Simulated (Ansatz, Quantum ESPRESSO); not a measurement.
# LiCl (Fm-3m): a worked LO-TO splitting

How high does the longitudinal optical mode of LiCl (Fm-3m) lie, given the transverse one, the Born charge and ε∞?

Calculated with Quantum ESPRESSO 7.5; DFT LDA, scalar-relativistic, plane waves, JTH PAW pseudopotentials.

The database entry behind the starting cell differs from later determinations by our own check (0.1 to 0.3 % short, probably kX units), so it need not match the best structure at ambient conditions.

### Step 1. Set-up

It takes space group Fm-3m (No. 225, cubic). The conventional cell has a = 4.972 Å, b = 4.972 Å, c = 4.972 Å, α = 90.00°, β = 90.00°, γ = 90.00°. Li has 6 Cl at 2.49 Å nearest. Cl has 6 Li at 2.49 Å nearest. Farther neighbours and most contacts between anions are not listed.

This is the cell after its relaxation at this level of theory, not the database cell from which that began.

### Step 2. What the response run gave

A linear-response run on the relaxed cell, with the response to an electric field; only its zone-centre results are used. Cutoff 50 Ry, k mesh 8×8×8.

Log:

```text
[banners, grids, parts of the stress and lines that vanish by symmetry left out]
Program PHONON v.7.5
     Reading xml data from directory:

[...]
Exchange-correlation= PW
                           (   1   4   0   0   0   0   0)
[...]
(   8 q-points):
[...]
kinetic-energy cut-off    =      50.0000  Ry
     charge density cut-off    =     250.0000  Ry
     convergence threshold     =      1.0E-18
[...]
Exchange-correlation= PW
                           (   1   4   0   0   0   0   0)
[...]
q = (   0.0000000   0.0000000   0.0000000 )
     49 Sym.Ops. (with q -> -q+G )
     G cutoff =  558.9910  (  13803 G-vectors)     FFT grid: ( 36, 36, 36)
     G cutoff =  447.1928  (   9841 G-vectors)  smooth grid: ( 30, 30, 30)
     number of k points=    29
[...]
Mode symmetry, O_h (m-3m)  point group:
[...]
Dielectric constant
[...]
End of electric fields calculation
          Dielectric constant in cartesian axis
          (       3.184022662      -0.000000000      -0.000000000 )
          (      -0.000000000       3.184022662      -0.000000000 )
          (      -0.000000000       0.000000000       3.184022662 )
          Effective charges (d Force / dE) in cartesian axis without acoustic sum rule applied (asr)
           atom    1  Li    Mean Z*:        1.15316
      Ex  (        1.15316        0.00000        0.00000 )
      Ey  (        0.00000        1.15316        0.00000 )
      Ez  (        0.00000        0.00000        1.15316 )
           atom    2  Cl    Mean Z*:       -1.16805
      Ex  (       -1.16805       -0.00000       -0.00000 )
      Ey  (       -0.00000       -1.16805        0.00000 )
      Ez  (       -0.00000        0.00000       -1.16805 )
          Effective charges Sum: Mean:       -0.01488
[...]
Effective charges (d Force / dE) in cartesian axis with asr applied:
           atom    1  Li    Mean Z*:        1.16060
[...]
atom    2  Cl    Mean Z*:       -1.16060
[...]
Representation #   1 modes #   1   2   3
[...]
End of self-consistent calculation
     Convergence has been achieved
     Representation #   2 modes #   4   5   6
[...]
End of self-consistent calculation
     Convergence has been achieved
[...]
Dielectric constant in cartesian axis
          (       3.184022662      -0.000000000      -0.000000000 )
          (      -0.000000000       3.184022662      -0.000000000 )
          (      -0.000000000       0.000000000       3.184022662 )
          Effective charges (d Force / dE) in cartesian axis without acoustic sum rule applied (asr)
[...]
Mode symmetry, C_s (m)     point group:
[...]
q = (    0.750000000  -0.250000000   0.750000000 )
[...]
Mode symmetry, C_s (m)     point group:
     freq (   1-   1) =        130.1  [cm-1]   --> A''
     freq (   2-   2) =        159.5  [cm-1]   --> A'
     freq (   3-   3) =        188.0  [cm-1]   --> A'
     freq (   4-   4) =        237.0  [cm-1]   --> A''
     freq (   5-   5) =        250.0  [cm-1]   --> A'
     freq (   6-   6) =        325.4  [cm-1]   --> A'
[...]
Mode symmetry, C_2v (mm2)  point group:
[...]
q = (    0.500000000   0.000000000   0.500000000 )
[...]
Mode symmetry, C_2v (mm2)  point group:
     freq (   1-   1) =        127.3  [cm-1]   --> B_1  D_3  S_3
     freq (   2-   2) =        143.3  [cm-1]   --> B_2  D_4  S_4
     freq (   3-   3) =        191.1  [cm-1]   --> A_1  D_1  S_1
     freq (   4-   4) =        230.9  [cm-1]   --> B_1  D_3  S_3
     freq (   5-   5) =        249.0  [cm-1]   --> B_2  D_4  S_4
     freq (   6-   6) =        360.8  [cm-1]   --> A_1  D_1  S_1
[...]
Mode symmetry, D_4h(4/mmm) point group:
[...]
Convergence has been achieved
[...]
Convergence has been achieved
[...]
Convergence has been achieved
[...]
Convergence has been achieved
[...]
q = (    0.000000000  -1.000000000   0.000000000 )
[...]
freq (    5) =       7.282442 [THz] =     242.916101 [cm-1]
     freq (    6) =       7.994090 [THz] =     266.654139 [cm-1]
[...]
Mode symmetry, D_4h(4/mmm) point group:
     freq (   1-   2) =        127.5  [cm-1]   --> E_u  X_5' M_5'
     freq (   3-   3) =        191.7  [cm-1]   --> A_2u X_4' M_4'
     freq (   4-   5) =        242.9  [cm-1]   --> E_u  X_5' M_5'
     freq (   6-   6) =        266.7  [cm-1]   --> A_2u X_4' M_4'
[...]
Mode symmetry, D_2d (-42m) point group:
[...]
Representation #   1 mode #   1
[...]
Convergence has been achieved
     Representation #   2 mode #   2
[...]
Convergence has been achieved
     Representation #   3 modes #   3   4
[...]
End of self-consistent calculation
     Convergence has been achieved
     Representation #   4 modes #   5   6
[...]
End of self-consistent calculation
     Convergence has been achieved
[...]
q = (   -0.500000000  -1.000000000   0.000000000 )
[...]
freq (    1) =       4.890246 [THz] =     163.121036 [cm-1]
     freq (    2) =       5.051526 [THz] =     168.500776 [cm-1]
     freq (    3) =       5.051526 [THz] =     168.500776 [cm-1]
     freq (    4) =       7.695662 [THz] =     256.699640 [cm-1]
     freq (    5) =       7.695662 [THz] =     256.699640 [cm-1]
     freq (    6) =       8.281087 [THz] =     276.227318 [cm-1]
[...]
Mode symmetry, D_2d (-42m) point group:
     freq (   1-   1) =        163.1  [cm-1]   --> A_1  X_1  W_1
     freq (   2-   3) =        168.5  [cm-1]   --> E    X_5  W_3
     freq (   4-   5) =        256.7  [cm-1]   --> E    X_5  W_3
     freq (   6-   6) =        276.2  [cm-1]   --> B_2  X_3  W_2

   JOB DONE.
```

```csv
quantity,value
cell volume Ω (Å³),30.724
mass of Li (u),6.940
mass of Cl (u),35.450
"Born charge of Li, raw (e)",1.153
"Born charge of Cl, raw (e)",-1.168
ε∞,3.184
ω(TO) after the sum rule (cm⁻¹),229.3
```

### Step 3. The calculation

The charges must sum to zero over the cell; taking off their mean, -0.007 e, leaves Z* = 1.161 e on Li. In the polar mode Li moves against Cl, so the reduced mass is μ = 6.94 × 35.45 / 42.39 = 5.804 u.

A longitudinal wave builds up a field that adds to the restoring force: ω(LO)² = ω(TO)² + 4π Z*² / (μ Ω ε∞), in Hartree atomic units. With μ = 10580 electron masses and Ω = 207.34 bohr³ the second term is 2.4236e-06 Ha², or 116740 cm⁻² (1 Ha = 219474.6 cm⁻¹).

So ω(LO) = √(52583 + 116740) = 411.5 cm⁻¹, and by the Lyddane-Sachs-Teller relation ε₀ = ε∞ (ω(LO)/ω(TO))² = 10.25.

### Step 4. Check against the program

The analysis program adds the same non-analytic term to the full matrix, here for q along (1 0 0).

Log:

```text
[banner, memory and clock lines left out]
Program DYNMAT v.7.5

     Reading Dynamical Matrix from file x.dyn1
     ...Force constants read
     ...epsilon and Z* read

     Polarizability (A^3 units)
     multiply by 0.578701 for Clausius-Mossotti correction
         5.339831   -0.000000   -0.000000
        -0.000000    5.339831    0.000000
        -0.000000   -0.000000    5.339831

     IR activities are in (D/A)^2/amu units

# mode   [cm-1]    [THz]      IR
    1     -0.00   -0.0000    0.0000
    2     -0.00   -0.0000    0.0000
    3      0.00    0.0000    0.0000
    4    229.31    6.8746    5.3546
    5    229.31    6.8746    5.3546
    6    411.49   12.3362    5.3546
```

ε₀ comes from the program's run without a direction of q.

```csv
quantity,by hand,program
ω(LO) (cm⁻¹),411.5,411.5
ε₀,10.25,10.25
```

### Step 5. Results

```json
{
  "TO mode": "229.3 cm⁻¹",
  "LO mode": "411.5 cm⁻¹",
  "static dielectric constant": "10.25"
}
```

**Reading.** The LO mode of LiCl (Fm-3m) lies at 411 cm⁻¹, 182 cm⁻¹ above the TO mode; the formula meets the program within 0.1 cm⁻¹, as it must for a cubic crystal with one polar mode. ω(LO)² − ω(TO)² goes with Z*²/ε∞: an error of 5 % in ε∞ would move the LO mode by 6.8 cm⁻¹, and semilocal functionals tend to overestimate ε∞. These are harmonic values at zero temperature, at the volume of this functional, for the structure held cubic; stability elsewhere in the zone is no part of this calculation.

[Host names and launcher messages were left out of these logs when they were recorded.]

[Logs are printed without paths, hosts, clocks, repeated set-up lines and the standing remarks that a program may print on its own settings, such as how far it seeks lower states.]

[Hosts, paths, dates, database ids (printed as entryN), source tags and the programs' standing remarks are cut or masked in the printed files.]
